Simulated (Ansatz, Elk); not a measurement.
# Bonding as seen by X-rays: MnCd2AgS4, part 2 of 2

Structure refinements treat a crystal as free atoms side by side. For a made-up structure of MnCd2AgS4 (cell and positions from a PBE relaxation) the runs below show what the calculated density changes in F(hkl).

Elk 11.2.3 (patched build); all-electron DFT.

So far: Starting point; Ground state and structure factors; The magnetisation density; The highest occupied states alone; Another try.

The structure was built from a prototype and need not be the compound's stable phase.

## 6. Another functional

Level of this step: DFT, LDA (Perdew-Wang), all-electron APW+lo, Dirac cores, scalar-relativistic bands, static density, ferromagnetic start (Elk).

The difference from free atoms is small, so it is set against the change that LDA (Perdew-Wang) makes.

Input file elk.in:

```
tasks
  0
  195
  196

xctype
  3

spinpol
  .true.

rgkmax
  7.0

gmaxvr
  14.0

lmaxo
  7

lmaxapw
  8

swidth
  0.002

tshift
  .false.

ramdisk
  .false.

hmaxvr
  5.5

maxscl
  120

epspot
  1e-06

reducebf
  0.8

sppath
  './'

avec
  -5.44495170053 5.44495170053 10.83434020737
  5.44495170053 -5.44495170053 10.83434020737
  5.44495170053 5.44495170053 -10.83434020737

atoms
  4
  'Cd.in'
  2
  0.2500000000 0.7500000000 0.5000000000   0.000000 0.000000 0.000000
  0.7500000000 0.2500000000 0.5000000000   0.000000 0.000000 0.000000
  'Ag.in'
  1
  0.0000000000 0.0000000000 0.0000000000   0.000000 0.000000 0.000000
  'Mn.in'
  1
  0.5000000000 0.5000000000 0.0000000000   0.000000 0.000000 -0.175000
  'S.in'
  4
  0.3840101952 0.8481788420 0.0000000000   0.000000 0.000000 0.000000
  0.6159898048 0.6159898048 0.4641686468   0.000000 0.000000 0.000000
  0.8481788420 0.3840101952 0.0000000000   0.000000 0.000000 0.000000
  0.1518211580 0.1518211580 0.5358313532   0.000000 0.000000 0.000000

ngridk
  5 5 5
```

The run is started by

```
OMP_NUM_THREADS=4 elk
```

Numbers of over 12 decimals in the logs are rounded to 6 here.

What it wrote:

```text
┌─────────────────────────┐
│ Elk code version 11.2.3 │
└─────────────────────────┘

All units are atomic (Hartree, Bohr, etc.)

┌─────────────────────────────────────────────────┐
│ Ground-state run starting from atomic densities │
└─────────────────────────────────────────────────┘

Lattice vectors :
  -5.444951701       5.444951701       10.83434021
   5.444951701      -5.444951701       10.83434021
   5.444951701       5.444951701      -10.83434021

Reciprocal lattice vectors :
 -0.3440635056E-18  0.5769734658      0.2899662179
[...]
species : 1 (Cd)
[...]
species : 2 (Ag)
[...]
species : 3 (Mn)
[...]
species : 4 (S)
[...]
atom 3                    :  -0.4007431543E-02
   atom 4                    :  -0.4007431543E-02
 total in muffin-tins        :    3.593385305
 total moment                :    3.999993530

┌──────────────────────────────┐
│ Self-consistent loop stopped │
└──────────────────────────────┘

Warning : core states of species 1 leak from the muffin-tin :   0.2438698879E-03

Warning : core states of species 4 leak from the muffin-tin :   0.1649439271E-03

Wrote STATE.OUT
[key lines of the parts left out:]
total energy                :     -19243.089058044
```

The job ended after 6 min (4 threads of INTEL XEON PLATINUM 8581C at 2.10GHz (Emerald Rapids), shared host; peak memory 0.51 GiB; 21 min of CPU time).

Against the first run R = 0.05 %; the largest change is -0.111 at 224. The moment goes from 4.00 to 4.00 μB.

## 7. Basis size

A smaller basis shows how fast F responds to it; the change is likely larger than the basis error of the first run, but doesn't show convergence.

elk.in: that of step 6 with these lines changed.

```diff
@@ -6,3 +6,3 @@
 xctype
-  3
+  20
 
@@ -12,3 +12,3 @@
 rgkmax
-  7.0
+  5.5
```

The run is started by

```
OMP_NUM_THREADS=4 elk
```

What it wrote:

```text
┌─────────────────────────┐
│ Elk code version 11.2.3 │
└─────────────────────────┘

All units are atomic (Hartree, Bohr, etc.)

┌─────────────────────────────────────────────────┐
│ Ground-state run starting from atomic densities │
└─────────────────────────────────────────────────┘

Lattice vectors :
  -5.444951701       5.444951701       10.83434021
   5.444951701      -5.444951701       10.83434021
   5.444951701       5.444951701      -10.83434021

Reciprocal lattice vectors :
 -0.3440635056E-18  0.5769734658      0.2899662179
[...]
muffin-tins
  species : 1 (Cd)
[...]
species : 2 (Ag)
[...]
species : 3 (Mn)
[...]
species : 4 (S)
[...]
atom 3                    :  -0.2078048511E-01
   atom 4                    :  -0.2078048511E-01
 total in muffin-tins        :    3.577168774
 total moment                :    4.000032660

RMS change in Kohn-Sham potential (target) :   0.2428396611E-05 (  0.1000000000E-05)
Absolute change in total energy (target)   :   0.2469489882E-03 (  0.1000000000E-03)

┌──────────────────┐
│ Loop number : 19 │
└──────────────────┘
[key lines of the parts left out:]
total energy                :     -19264.680400467
```

Elapsed: 6.8 min, on 4 threads; peak memory 0.68 GiB.

The run was cut off at its time limit.

## 8. With a Hubbard U

A Hubbard U is put on the d shell, to see how far it moves the factors.

elk.in: that of step 7 with these lines changed.

```diff
@@ -12,3 +12,3 @@
 rgkmax
-  5.5
+  7.0
 
@@ -73 +73,5 @@
   5 5 5
+
+dft+u
+  1 1
+  3 2 0.143322 0.000000
```

The run is started by

```
OMP_NUM_THREADS=4 elk
```

What it wrote:

```text
┌─────────────────────────┐
│ Elk code version 11.2.3 │
└─────────────────────────┘

All units are atomic (Hartree, Bohr, etc.)

┌─────────────────────────────────────────────────┐
│ Ground-state run starting from atomic densities │
└─────────────────────────────────────────────────┘

Lattice vectors :
  -5.444951701       5.444951701       10.83434021
   5.444951701      -5.444951701       10.83434021
   5.444951701       5.444951701      -10.83434021

Reciprocal lattice vectors :
 -0.3440635056E-18  0.5769734658      0.2899662179
[...]
interstitial                :   0.2482952177
 muffin-tins
  species : 1 (Cd)
[...]
species : 2 (Ag)
[...]
species : 3 (Mn)
[...]
species : 4 (S)
[...]
atom 3                    :  -0.2156534854
   atom 4                    :  -0.2156534854
 total in muffin-tins        :    3.751689168
 total moment                :    3.999984386

RMS change in Kohn-Sham potential (target) :   0.1049655375     (  0.1000000000E-05)
Absolute change in total energy (target)   :    2.267473764     (  0.1000000000E-03)

┌─────────────────┐
│ Loop number : 9 │
└─────────────────┘
[key lines of the parts left out:]
total energy                :     -19266.770165408
```

Wall time 4.1 min (4 threads); peak memory 0.75 GiB.

The run was cut off at its time limit.

## 9. Settings against the effect

| run | R against the first run (%) | R against neutral atoms, low angle (%) | wall time |
| --- | --- | --- | --- |
| PBE, rgkmax 7 | 0.00 | 0.30 | 8.9 min |
| LDA (Perdew-Wang) | 0.05 | 0.33 | 6 min |

## 10. Outcome

| Quantity | Value |
| --- | --- |
| R against neutral atoms, sin θ/λ < 0.3 Å⁻¹ | 0.30 % |
| R against neutral atoms, 0.3 to 0.63 Å⁻¹ | 0.16 % |
| magnetic form factor over free-ion ⟨j0⟩, 0.12 to 0.35 Å⁻¹ | 0.85 |

Independent neutral atoms miss the calculated amplitudes by R = 0.30 % below 0.3 Å⁻¹ and 0.16 % from there to 0.63 Å⁻¹; by shells, 1.28 % below 0.15 Å⁻¹ (3 forms), 0.27 % 0.15 to 0.3 (19 forms), 0.17 % 0.3 to 0.45 (37 forms), 0.15 % above 0.45 (90 forms). Bonding, aspherical density and the tables' own atoms all enter these figures, and the runs don't part them. The largest change of an amplitude is -0.83 electrons, at 004. R counts amplitudes alone; phases shift too. The magnetic order is that of the start. No other order was tried here, and an antiferromagnetic one would change or move the magnetic intensity. Between 0.12 and 0.35 Å⁻¹ the magnetic form factor is 0.85 times the free-ion one; 0.35 μB lies outside the Mn sphere with the same sign, mostly between the spheres, and such diffuse spin drops out at finite angle. The sphere holds 3.65 of the 4.00 μB; that share, the choice of ion, the size of the d shell and its asphericity all move this ratio. The window's part falls from 58.0 electrons at the origin to at most 2.42 between 0.45 and 0.63 Å⁻¹, where compact states inside the window still scatter. Below 0.3 Å⁻¹ the changes that finished (LDA (Perdew-Wang)) move F by R = 0.05 % at most, against the 0.30 % that separates it from free atoms. The magnetic factors move by R = 2.5 % (LDA (Perdew-Wang)), so they aren't settled to better than that. The basis has no finished test. The k-mesh has no finished test. Part of the difference isn't bonding: the tables are fits to free atoms and ions calculated by other methods than this functional. Thermal motion, anomalous dispersion and extinction are left out.

[Logs are printed without paths, hosts, clocks, repeated set-up lines and the standing remarks that a program may print on its own settings, such as how far it seeks lower states.]

[Hosts, paths, dates, database ids (printed as entryN), source tags and the programs' standing remarks are cut or masked in the printed files.]
